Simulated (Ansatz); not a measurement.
# Electron scattering at the Σ9 (114) boundary in bcc Mo

Wanted: what the Σ9 (114) boundary in bcc Mo costs an interconnect.

Program: Ansatz 0.2.0. Level of theory: Ansatz plane-wave DFT, r2SCAN, PAW files; relaxation of a bicrystal slab with its lowest layers held; PAW set soft_1, in the first sound run; inputs show where later runs differ. Results are calculated unless marked as measured.

**1. The structure**

The cell holds 25 atoms: 25 Mo. Cell: a = 5.219 Å, b = 4.451 Å, c = 29.544 Å, α = 90.0°, β = 90.0°, γ = 64.8°. It derives from Mo. built on the (1 1 4) plane; 2 overlapping atoms removed and the grains opened by 0 Å. Vacuum lies along c.

**2. Relaxing the bicrystal**

The boundary is built by mirroring the lower grain in the boundary plane and removing any atoms that overlap. A thin bicrystal slab is relaxed first, with the lowest layers held and the upper grain free to shift and open.

input.yaml reads:

```yaml
crystal:
  lattice:
    - [5.2187091076, 0.0, 0.0]
    - [1.8977124028, 4.0256559262, 0.0]
    - [0.0, 0.0, 29.5438753375]
  atoms:
    - { symbol: Mo, position: [0.8888888887, 0.0555555556, 0.1692398151] }
    - { symbol: Mo, position: [0.4444444443, 0.7777777778, 0.1943467114] }
    - { symbol: Mo, position: [0.9999999999, 0.5, 0.2194536077] }
    - { symbol: Mo, position: [0.5555555555, 0.2222222223, 0.2445605039] }
    - { symbol: Mo, position: [0.111111111, 0.9444444445, 0.2696674002] }
    - { symbol: Mo, position: [0.6666666666, 0.6666666667, 0.2947742965] }
    - { symbol: Mo, position: [0.2222222222, 0.3888888889, 0.3198811927] }
    - { symbol: Mo, position: [0.7777777777, 0.1111111111, 0.344988089] }
    - { symbol: Mo, position: [0.3333333333, 0.8333333333, 0.3700949853] }
    - { symbol: Mo, position: [0.8888888889, 0.5555555556, 0.3952018815] }
    - { symbol: Mo, position: [0.4444444444, 0.2777777778, 0.4203087778] }
    - { symbol: Mo, position: [0.0, 0.0, 0.4454156741] }
    - { symbol: Mo, position: [0.8888888889, 0.5555555556, 0.4956294666] }
    - { symbol: Mo, position: [0.3333333333, 0.8333333333, 0.5207363629] }
    - { symbol: Mo, position: [0.7777777777, 0.1111111111, 0.5458432592] }
    - { symbol: Mo, position: [0.2222222222, 0.3888888889, 0.5709501554] }
    - { symbol: Mo, position: [0.6666666666, 0.6666666667, 0.5960570517] }
    - { symbol: Mo, position: [0.111111111, 0.9444444445, 0.621163948] }
    - { symbol: Mo, position: [0.5555555555, 0.2222222223, 0.6462708442] }
    - { symbol: Mo, position: [0.9999999999, 0.5, 0.6713777405] }
    - { symbol: Mo, position: [0.4444444443, 0.7777777778, 0.6964846368] }
    - { symbol: Mo, position: [0.8888888887, 0.0555555556, 0.721591533] }
    - { symbol: Mo, position: [0.3333333332, 0.3333333334, 0.7466984293] }
    - { symbol: Mo, position: [0.7777777776, 0.6111111112, 0.7718053256] }
    - { symbol: Mo, position: [0.222222222, 0.888888889, 0.7969122219] }
kpoints:
  mp_grid: { grid: [6, 6, 1] }
hamiltonian:
  xc: r2scan
  pseudopotentials: { kind: paw, azcp: { folder: soft_1 } }
scf:
  occupations: { method: fermi_dirac, width: 0.1 }
relax:
  f_tol: 0.03
  max_steps: 80
  constraints: [{ sites: [0, 1, 2, 3, 4] }]
```

Command:

```console
> ansatz run input.yaml --threads 4 --pin off --max-ram 15360MiB --backend cpu --events-out ev --progress --plain --runs-dir out
```

Numbers of over 12 decimals in the logs are rounded to 6 here.

The log of the run:

```text
Engine: ansatz 0.2.0, aarch64-unknown-linux-gnu
Pseudopotentials: kind: paw
Pseudopotential: Mo, paw, valence charge 14, recommended cutoff 500 eV (meta_gga), soft_1/Mo.paw.azcp
Functional definition: r2SCAN
  parameter k0 = 0.174
  parameter k1 = 0.065
  parameter a1 = 4.9479
  exchange = r2scan_x(k0 = k0, k1 = k1, a1 = a1)
  correlation = r2scan_c
Crystal: 25 atoms, lattice volume = 620.679 Å³
Basis set: ecut = 500 eV, 15783 PW (Γ), exchange–correlation on 160×144×864 points (64 copies of the dense FFT grid, shifted against one another)
Bands: 210, of which v1, the nominal top of the filled ones, is band 175 counted from 1 (174 counted from 0)
Symmetry: 2 space group operations
Space group: Cm (ITA 8), of the structure as read, at distance tolerance 8.5e-5 Å
k-points: 13 of 36 (time reversal used)
Non-local potential: Mo, projectors of the file, l = 0: 3, l = 1: 2, l = 2: 2, l = 3: 1
PAW form: soft (Blöchl's): semilocal exchange-correlation on the pseudo side does not see the compensation charge
PAW frozen core: Mo, regenerated for the run's functional (the file was generated under x = pbe(κ = 0.804, μ = 0.219515), c = pbe(β = 0.066725))
PAW one-centre angular grid: Mo, 590 points (default); XC on 160 Gauss nodes
Initial density: superposition of atomic densities (neutral atoms: chi_scale 0, normalization atom)
Initial wavefunctions: pseudopotential atomic-orbital guess
Functional: x = r2scan, c = r2scan; τ floored in thin density (d = 2e-4 eV/Å³)
SCF iter   1: F=—  HF=-124193.796591 eV  |F-HF|=—  |Δ(HF+E_count)|=         —  Δρ=8.59e-2  dr2=2.45e2  dr2_τ=1.85e0  ethr=3.10e-3  ⟨swp⟩=8.2  Hψ=12457  notcnv=0
preconditioner: auto → LDOS  [metal: Δε(μ)=0.015 eV  Ē_g=4.477 eV  σ=0.100 eV  W_gap=0.04  n_scr=148 (ndim 8)  ℏωp=18.3 eV  f_vac=0.288  D(μ)=18.53/eV (n_scr^D=122)  β→1.0]
SCF iter   2: F=—  HF=-124187.207743 eV  |F-HF|=—  |Δ(HF+E_count)|=    6.59e0  Δρ=6.97e-2  dr2=2.80e2  dr2_τ=6.51e0  ethr=3.10e-3  ⟨swp⟩=6.5  Hψ=8190  notcnv=0
SCF iter   3: F=—  HF=-124177.695350 eV  |F-HF|=—  |Δ(HF+E_count)|=    9.51e0  Δρ=1.39e-2  dr2=5.63e0  dr2_τ=2.82e-1  ethr=3.10e-3  ⟨swp⟩=5.2  Hψ=6791  notcnv=0
SCF iter   4: F=—  HF=-124177.932361 eV  |F-HF|=—  |Δ(HF+E_count)|=   2.37e-1  Δρ=5.04e-3  dr2=1.88e-1  dr2_τ=2.41e-2  ethr=1.61e-3  ⟨swp⟩=2.8  Hψ=3889  notcnv=0
SCF iter   5: F=—  HF=-124177.909839 eV  |F-HF|=—  |Δ(HF+E_count)|=   2.25e-2  Δρ=1.71e-3  dr2=1.88e-1  dr2_τ=2.72e-3  ethr=5.37e-5  ⟨swp⟩=4.4  Hψ=7119  notcnv=0  defer=1
SCF iter   6: F=—  HF=-124177.909633 eV  |F-HF|=—  |Δ(HF+E_count)|=   2.06e-4  Δρ=6.79e-4  dr2=2.12e-2  dr2_τ=6.07e-4  ethr=5.36e-5  ⟨swp⟩=1.1  Hψ=2827  notcnv=0
SCF iter   7: F=—  HF=-124177.909590 eV  |F-HF|=—  |Δ(HF+E_count)|=   4.31e-5  Δρ=1.44e-4  dr2=3.12e-4  dr2_τ=2.79e-5  ethr=6.06e-6  ⟨swp⟩=2.1  Hψ=3277  notcnv=0
SCF iter   8: F=—  HF=-124177.909709 eV  |F-HF|=—  |Δ(HF+E_count)|=   1.19e-4  Δρ=6.16e-5  dr2=4.45e-5  dr2_τ=5.49e-6  ethr=8.91e-8  ⟨swp⟩=3.5  Hψ=5338  notcnv=0
SCF iter   9: F=-124177.909714 eV  HF=-124177.909718 eV  |F-HF|=3.66e-6  |Δ(HF+E_count)|=   8.54e-6  Δρ=2.18e-5  dr2=7.74e-6  dr2_τ=6.46e-7  ethr=6.43e-9  ⟨swp⟩=5.0  Hψ=9157  notcnv=0
SCF 1 converged in 9 iterations: F = -124177.909714 eV  dr2 = 7.74e-6
  greatest PAW one-centre occupation: 1.000 electrons in one spin orbital (limit 2), on the Mo atom at site 15 (counted from 0), in its partial waves of l = 0
relax step   1: F+E_penalty+E_count = -124177.90971433 eV  Δ(F+E_penalty+E_count) = +0.000e0 eV  max|allowed force component| = 2.437e0 eV/Å  Δτ_max = 0.0000 Å  (9 SCF iters, dr2 threshold 2.25e-5 eV, accepted)
Initial density: handed on by an earlier stage of this run
Initial wavefunctions: those handed on with the density
iter 1 solved again at ethr=3.13e-4 eV; its pass at ethr=3.10e-3 eV (dr2=1.10e0 eV) is discarded
SCF iter   1: F=—  HF=-124176.426821 eV  |F-HF|=—  |Δ(HF+E_count)|=         —  Δρ=1.00e-2  dr2=1.13e0  dr2_τ=6.35e0  ethr=3.13e-4  ⟨swp⟩=1.8  Hψ=9048  notcnv=0
preconditioner: auto → LDOS  [metal: Δε(μ)=0.005 eV  Ē_g=4.059 eV  σ=0.100 eV  W_gap=0.01  n_scr=148 (ndim 8)  ℏωp=18.3 eV  f_vac=0.295  D(μ)=19.23/eV (n_scr^D=128)  β→1.0]
SCF iter   2: F=—  HF=-124178.503506 eV  |F-HF|=—  |Δ(HF+E_count)|=    2.08e0  Δρ=5.20e-3  dr2=6.21e-1  dr2_τ=4.36e-2  ethr=3.13e-4  ⟨swp⟩=4.2  Hψ=5652  notcnv=0
SCF iter   3: F=—  HF=-124178.470872 eV  |F-HF|=—  |Δ(HF+E_count)|=   3.26e-2  Δρ=1.54e-3  dr2=1.11e-1  dr2_τ=1.66e-3  ethr=1.77e-4  ⟨swp⟩=2.0  Hψ=3970  notcnv=0
SCF iter   4: F=—  HF=-124178.473797 eV  |F-HF|=—  |Δ(HF+E_count)|=   2.93e-3  Δρ=1.12e-3  dr2=2.04e-2  dr2_τ=1.83e-3  ethr=3.16e-5  ⟨swp⟩=2.1  Hψ=3822  notcnv=0
SCF iter   5: F=—  HF=-124178.470996 eV  |F-HF|=—  |Δ(HF+E_count)|=   2.80e-3  Δρ=2.04e-4  dr2=6.67e-4  dr2_τ=8.30e-5  ethr=5.83e-6  ⟨swp⟩=3.0  Hψ=4792  notcnv=0
SCF iter   6: F=-124178.470933 eV  HF=-124178.470924 eV  |F-HF|=8.58e-6  |Δ(HF+E_count)|=   7.16e-5  Δρ=5.70e-5  dr2=3.26e-5  dr2_τ=2.95e-6  ethr=2.86e-8  ⟨swp⟩=3.0  Hψ=11588  notcnv=0
SCF 2 converged in 6 iterations: F = -124178.470933 eV  dr2 = 3.26e-5
  greatest PAW one-centre occupation: 1.000 electrons in one spin orbital (limit 2), on the Mo atom at site 21 (counted from 0), in its partial waves of l = 0
relax step   2: F+E_penalty+E_count = -124178.47093259 eV  Δ(F+E_penalty+E_count) = -5.612e-1 eV  max|allowed force component| = 6.069e-1 eV/Å  Δτ_max = 0.1949 Å  (6 SCF iters, dr2 threshold 1.00e-4 eV, accepted)
SCF iter   1: F=—  HF=-124172.801077 eV  |F-HF|=—  |Δ(HF+E_count)|=         —  Δρ=1.95e-2  dr2=2.82e1  dr2_τ=2.47e1  ethr=3.10e-3  ⟨swp⟩=5.3  Hψ=7174  notcnv=0
preconditioner: auto → LDOS  [metal: Δε(μ)=0.021 eV  Ē_g=4.089 eV  σ=0.100 eV  W_gap=0.05  n_scr=148 (ndim 8)  ℏωp=18.3 eV  f_vac=0.301  D(μ)=19.01/eV (n_scr^D=128)  β→1.0]
SCF iter   2: F=—  HF=-124178.854885 eV  |F-HF|=—  |Δ(HF+E_count)|=    6.05e0  Δρ=9.41e-3  dr2=3.72e0  dr2_τ=1.37e-1  ethr=3.10e-3  ⟨swp⟩=2.8  Hψ=5329  notcnv=0
SCF iter   3: F=—  HF=-124178.767748 eV  |F-HF|=—  |Δ(HF+E_count)|=   8.71e-2  Δρ=2.46e-3  dr2=3.48e-1  dr2_τ=8.31e-3  ethr=1.06e-3  ⟨swp⟩=2.8  Hψ=3169  notcnv=0
SCF iter   4: F=—  HF=-124178.764189 eV  |F-HF|=—  |Δ(HF+E_count)|=   3.56e-3  Δρ=1.34e-3  dr2=3.62e-2  dr2_τ=3.18e-3  ethr=9.94e-5  ⟨swp⟩=2.0  Hψ=4029  notcnv=0
SCF iter   5: F=—  HF=-124178.762216 eV  |F-HF|=—  |Δ(HF+E_count)|=   1.97e-3  Δρ=4.63e-4  dr2=3.80e-3  dr2_τ=4.47e-4  ethr=1.04e-5  ⟨swp⟩=2.2  Hψ=3852  notcnv=0
SCF iter   6: F=—  HF=-124178.762423 eV  |F-HF|=—  |Δ(HF+E_count)|=   2.07e-4  Δρ=8.44e-5  dr2=1.79e-4  dr2_τ=8.94e-6  ethr=1.09e-6  ⟨swp⟩=2.6  Hψ=3878  notcnv=0
[...]
relax step   6: F+E_penalty+E_count = -124178.97071051 eV  Δ(F+E_penalty+E_count) = -7.785e-3 eV  max|allowed force component| = 8.395e-2 eV/Å  Δτ_max = 0.0212 Å  (6 SCF iters, dr2 threshold 5.15e-6 eV, accepted)
relax step   7: F+E_penalty+E_count = -124178.97227133 eV  Δ(F+E_penalty+E_count) = -1.561e-3 eV  max|allowed force component| = 5.887e-2 eV/Å  Δτ_max = 0.0174 Å  (6 SCF iters, dr2 threshold 1.52e-6 eV, accepted)
relax step   8: F+E_penalty+E_count = -124178.97221312 eV  Δ(F+E_penalty+E_count) = +5.821e-5 eV  max|allowed force component| = 9.931e-2 eV/Å  Δτ_max = 0.0247 Å  (7 SCF iters, dr2 threshold 1.02e-6 eV, rejected (line search))
relax step   9: F+E_penalty+E_count = -124178.97227157 eV  Δ(F+E_penalty+E_count) = -2.367e-7 eV  max|allowed force component| = 5.873e-2 eV/Å  Δτ_max = 0.0000 Å  (8 SCF iters, accepted)
relax step  10: F+E_penalty+E_count = -124178.97221535 eV  Δ(F+E_penalty+E_count) = +5.621e-5 eV  max|allowed force component| = 9.965e-2 eV/Å  Δτ_max = 0.0270 Å  (7 SCF iters, dr2 threshold 1.70e-6 eV, rejected (line search))
SCF iter   1: F=—  HF=-124178.925023 eV  |F-HF|=—  |Δ(HF+E_count)|=         —  Δρ=9.77e-4  dr2=5.76e-3  dr2_τ=7.57e-2  ethr=1.75e-5  ⟨swp⟩=2.0  Hψ=5118  notcnv=0
preconditioner: auto → LDOS  [metal: Δε(μ)=0.018 eV  Ē_g=4.144 eV  σ=0.100 eV  W_gap=0.04  n_scr=148 (ndim 8)  ℏωp=18.3 eV  f_vac=0.311  D(μ)=19.44/eV (n_scr^D=128)  β→1.0]
SCF iter   2: F=—  HF=-124178.973030 eV  |F-HF|=—  |Δ(HF+E_count)|=   4.80e-2  Δρ=6.42e-4  dr2=3.17e-3  dr2_τ=2.93e-4  ethr=1.65e-6  ⟨swp⟩=2.8  Hψ=5608  notcnv=0
SCF iter   3: F=—  HF=-124178.972512 eV  |F-HF|=—  |Δ(HF+E_count)|=   5.18e-4  Δρ=2.04e-4  dr2=3.09e-4  dr2_τ=2.95e-5  ethr=9.07e-7  ⟨swp⟩=2.2  Hψ=4639  notcnv=0
SCF iter   4: F=—  HF=-124178.972559 eV  |F-HF|=—  |Δ(HF+E_count)|=   4.66e-5  Δρ=8.46e-5  dr2=8.79e-5  dr2_τ=1.03e-5  ethr=8.84e-8  ⟨swp⟩=3.0  Hψ=5631  notcnv=0
SCF iter   5: F=—  HF=-124178.973089 eV  |F-HF|=—  |Δ(HF+E_count)|=   5.31e-4  Δρ=2.42e-5  dr2=4.91e-6  dr2_τ=2.66e-7  ethr=2.51e-8  ⟨swp⟩=2.0  Hψ=4327  notcnv=0
SCF iter   6: F=—  HF=-124178.973089 eV  |F-HF|=—  |Δ(HF+E_count)|=   1.72e-7  Δρ=8.31e-6  dr2=7.84e-7  dr2_τ=2.59e-8  ethr=1.40e-9  ⟨swp⟩=2.7  Hψ=4805  notcnv=0
SCF iter   7: F=—  HF=-124178.973089 eV  |F-HF|=—  |Δ(HF+E_count)|=   1.88e-7  Δρ=3.86e-6  dr2=2.33e-7  dr2_τ=1.16e-8  ethr=2.24e-10  ⟨swp⟩=3.2  Hψ=5243  notcnv=0
SCF iter   8: F=-124178.973089 eV  HF=-124178.973089 eV  |F-HF|=2.13e-8  |Δ(HF+E_count)|=   4.12e-8  Δρ=1.27e-6  dr2=1.74e-8  dr2_τ=9.88e-10  ethr=2.86e-11  ⟨swp⟩=5.4  Hψ=9475  notcnv=0
SCF 11 converged in 8 iterations: F = -124178.973089 eV  dr2 = 1.74e-8
relax step  11: F+E_penalty+E_count = -124178.97308914 eV  Δ(F+E_penalty+E_count) = -8.176e-4 eV  max|allowed force component| = 2.600e-2 eV/Å  Δτ_max = 0.0135 Å  (8 SCF iters, accepted)
iter 1 solved again at ethr=4.88e-12 eV; its pass at ethr=3.10e-3 eV (dr2=1.71e-8 eV) is discarded
SCF iter   1: F=—  HF=-124178.973089 eV  |F-HF|=—  |Δ(HF+E_count)|=         —  Δρ=1.27e-6  dr2=1.74e-8  dr2_τ=9.93e-10  ethr=4.88e-12  ⟨swp⟩=2.9  Hψ=12598  notcnv=0
preconditioner: auto → LDOS  [metal: Δε(μ)=0.018 eV  Ē_g=4.144 eV  σ=0.100 eV  W_gap=0.04  n_scr=148 (ndim 8)  ℏωp=18.3 eV  f_vac=0.311  D(μ)=19.45/eV (n_scr^D=128)  β→1.0]
SCF iter   2: F=-124178.973089 eV  HF=-124178.973089 eV  |F-HF|=5.59e-9  |Δ(HF+E_count)|=   9.84e-9  Δρ=5.65e-7  dr2=6.02e-9  dr2_τ=2.16e-10  ethr=4.88e-12  ⟨swp⟩=4.3  Hψ=7163  notcnv=0
SCF 12 converged in 2 iterations: F = -124178.973089 eV  dr2 = 6.02e-9
SCF converged after 2 iterations
Free energy (F): -124178.973089 eV
Harris-Foulkes:  -124178.973089 eV  (|F-HF|=5.59e-9)
Internal energy: -124178.336887 eV  (E = F + TS)
E sigma→0 (E₀):  -124178.654988 eV
Entropy (-TS):   -0.636202 eV (-25.448 meV/atom)
Fermi energy:    11.836744 eV
--- Per-component energies (eV) ---
  E_band       = -4851.041918
  E_kinetic    = 10513.662589
  E_local      = -352193.256374  (includes V_loc(G=0)·N_el)
  E_nonlocal   = 3711.698587
  E_hartree    = 171430.617904
  E_xc         = -4255.843761
  E_vxc        = -6116.836363  (∫ρ·V_xc dr)
  E_paw        = -80709.445790  (= ΣΔE_a)
  E_vpaw       = -4036.561773  (= ΣTr[D̂ρ^β])
  E_aug_tail   = 0.000562  (compensation charges beyond the density's cutoff)
  E_vtau       = 409.029204  (kinetic-family band-sum trace: ∫τ·v_τ [+ j·A + Jᵃ·Aᵃ] dr)
  E_ewald      = 127329.759423
  E_core_change = -5.530026  (= ΣΔE_core)
  E_smearing   = -0.636202  (= −TS)
  E_closure    = -0.000000  (closes the sum)
  Σ components = -124178.973089   (vs F -124178.973089, Δ=0.00e0)
--- Forces (eV/Å), atoms counted from 1 ---
  atom   1  Mo     0.28536215    -0.13452101     2.43226490
  atom   2  Mo    -0.34742996     0.16378006     0.36743365
  atom   3  Mo    -0.13102644     0.06176646    -0.95010211
  atom   4  Mo    -0.07097178     0.03345642    -1.57789218
  atom   5  Mo     0.28045937    -0.13220981    -0.27630792
  atom   6  Mo    -0.00124208     0.00058552     0.00557267
  atom   7  Mo     0.00484216    -0.00228262    -0.00071791
  atom   8  Mo    -0.00118052     0.00055650    -0.00178339
  atom   9  Mo    -0.00065590     0.00030919    -0.00381482
  atom  10  Mo    -0.00042430     0.00020002    -0.00535146
  atom  11  Mo    -0.00857546     0.00404251    -0.00132672
  atom  12  Mo    -0.00174891     0.00082445    -0.00494177
  atom  13  Mo     0.00340853    -0.00160680     0.00089366
  atom  14  Mo     0.00011497    -0.00005420     0.00015210
  atom  15  Mo    -0.00309285     0.00145798     0.00839546
  atom  16  Mo     0.00199409    -0.00094002     0.00204474
  atom  17  Mo    -0.00601860     0.00283720     0.00476242
  atom  18  Mo     0.00139059    -0.00065553    -0.00249352
  atom  19  Mo     0.00443077    -0.00208869     0.01308838
  atom  20  Mo    -0.00023688     0.00011167    -0.00995661
  atom  21  Mo     0.00179939    -0.00084824    -0.00972007
  atom  22  Mo    -0.01747957     0.00823995    -0.00229898
  atom  23  Mo     0.00182770    -0.00086159     0.01074329
  atom  24  Mo    -0.02148182     0.01012663     0.00268663
  atom  25  Mo     0.02600395    -0.01225838    -0.00135485
  max |Σ_I F_I| component: 6.86e-5 eV/Å
--- Relaxed structure (11 steps of the walk, 9 accepted, 0 SCFs on fresh bases) ---
  F+E_penalty+E_count = -124178.97308914 eV   max|allowed force component| = 2.600e-2 eV/Å
  atoms:
    - { symbol: Mo, position: [0.8888888887, 0.055556, 0.1692398151] }
    - { symbol: Mo, position: [0.4444444443, 0.777778, 0.194347] }
    - { symbol: Mo, position: [1.000000, 0.50000000005, 0.2194536077] }
    - { symbol: Mo, position: [0.5555555555, 0.222222, 0.2445605039] }
    - { symbol: Mo, position: [0.111111, 0.9444444445, 0.2696674002] }
    - { symbol: Mo, position: [0.663322, 0.668339, 0.293761] }
    - { symbol: Mo, position: [0.222173, 0.388913, 0.320197] }
    - { symbol: Mo, position: [0.772862, 0.113569, 0.343891] }
    - { symbol: Mo, position: [0.342164, 0.828918, 0.370493] }
    - { symbol: Mo, position: [0.885278, 0.557361, 0.391509] }
    - { symbol: Mo, position: [0.436583, 0.281709, 0.429316] }
    - { symbol: Mo, position: [-0.00966831, 0.00483415, 0.438555] }
    - { symbol: Mo, position: [0.854610, 0.572695, 0.483876] }
    - { symbol: Mo, position: [0.314188, 0.842906, 0.507541] }
    - { symbol: Mo, position: [0.744508, 0.127746, 0.531325] }
    - { symbol: Mo, position: [0.192708, 0.403646, 0.555427] }
    - { symbol: Mo, position: [0.630422, 0.684789, 0.581136] }
    - { symbol: Mo, position: [0.077577, 0.961212, 0.606801] }
    - { symbol: Mo, position: [0.525306, 0.237347, 0.631690] }
    - { symbol: Mo, position: [0.974920, 0.512540, 0.655781] }
    - { symbol: Mo, position: [0.422004, 0.788998, 0.681261] }
    - { symbol: Mo, position: [0.859150, 0.070425, 0.709068] }
    - { symbol: Mo, position: [0.300835, 0.349583, 0.733055] }
    - { symbol: Mo, position: [0.726416, 0.636792, 0.753486] }
    - { symbol: Mo, position: [0.205636, 0.897182, 0.775670] }
```

Elapsed: 19 min, on 4 threads of Arm Neoverse V1, shared host; peak memory 4.5 GiB; 74 min of CPU time.

Step by step:

| step | energy less that of the first step (eV) | largest force component (eV/Å) |
| --- | --- | --- |
| 1 | 0.0000 | 2.4374 |
| 2 | -0.5612 | 0.6069 |
| 3 | -0.8527 | 0.3121 |
| 4 | -1.0082 | 0.3336 |
| 5 | -1.0532 | 0.1547 |
| 6 | -1.0610 | 0.0839 |
| 7 | -1.0626 | 0.0589 |
| 8 | -1.0625 | 0.0993 |
| 9 | -1.0626 | 0.0587 |
| 10 | -1.0625 | 0.0996 |
| 11 | -1.0634 | 0.0260 |

Relaxation steps 8, 10 were tried and not accepted.

The run keeps the 2 symmetry operations that it works with, so distortions that break them were not tested.

The atoms that moved most (Å):

| atom | dx | dy | dz | length |
| --- | --- | --- | --- | --- |
| Mo25 | -0.071 | 0.033 | -0.628 | 0.632 |
| Mo24 | -0.219 | 0.103 | -0.541 | 0.593 |
| Mo16 | -0.126 | 0.059 | -0.459 | 0.479 |
| Mo20 | -0.107 | 0.050 | -0.461 | 0.476 |
| Mo17 | -0.155 | 0.073 | -0.441 | 0.473 |
| Mo21 | -0.096 | 0.045 | -0.450 | 0.462 |
| Mo15 | -0.142 | 0.067 | -0.429 | 0.457 |
| Mo19 | -0.129 | 0.061 | -0.431 | 0.454 |

Final coordinates:

```cif
data_structure
_symmetry_space_group_name_H-M 'P 1'
_symmetry_Int_Tables_number 1
_cell_length_a 5.2187
_cell_length_b 4.4505
_cell_length_c 29.5439
_cell_angle_alpha 90.000
_cell_angle_beta 90.000
_cell_angle_gamma 64.761
_cell_volume 620.68
loop_
_atom_site_label
_atom_site_type_symbol
_atom_site_fract_x
_atom_site_fract_y
_atom_site_fract_z
_atom_site_occupancy
Mo1 Mo 0.88889 0.05556 0.16924 1
Mo2 Mo 0.44444 0.77778 0.19435 1
Mo3 Mo 0.00000 0.50000 0.21945 1
Mo4 Mo 0.55556 0.22222 0.24456 1
Mo5 Mo 0.11111 0.94444 0.26967 1
Mo6 Mo 0.66332 0.66834 0.29376 1
Mo7 Mo 0.22217 0.38891 0.32020 1
Mo8 Mo 0.77286 0.11357 0.34389 1
Mo9 Mo 0.34216 0.82892 0.37049 1
Mo10 Mo 0.88528 0.55736 0.39151 1
Mo11 Mo 0.43658 0.28171 0.42932 1
Mo12 Mo 0.99033 0.00483 0.43855 1
Mo13 Mo 0.85461 0.57270 0.48388 1
Mo14 Mo 0.31419 0.84291 0.50754 1
Mo15 Mo 0.74451 0.12775 0.53133 1
Mo16 Mo 0.19271 0.40365 0.55543 1
Mo17 Mo 0.63042 0.68479 0.58114 1
Mo18 Mo 0.07758 0.96121 0.60680 1
Mo19 Mo 0.52531 0.23735 0.63169 1
Mo20 Mo 0.97492 0.51254 0.65578 1
Mo21 Mo 0.42200 0.78900 0.68126 1
Mo22 Mo 0.85915 0.07042 0.70907 1
Mo23 Mo 0.30083 0.34958 0.73306 1
Mo24 Mo 0.72642 0.63679 0.75349 1
Mo25 Mo 0.20564 0.89718 0.77567 1
```

Numbers from this step:

```yaml
free_energy: -124178.9731 eV
energy_at_zero_smearing: -124178.6550 eV
fermi_energy: 11.84 eV
```

The largest force component on a free atom ends at 0.026 eV/Å, under the tolerance of 0.03, after 11 steps.

[end of part 1 of 3]

[Logs are printed without paths, hosts, clocks, repeated set-up lines and the standing remarks that a program may print on its own settings, such as how far it seeks lower states.]

[Hosts, paths, dates, database ids (printed as entryN), source tags and the programs' standing remarks are cut or masked in the printed files.]
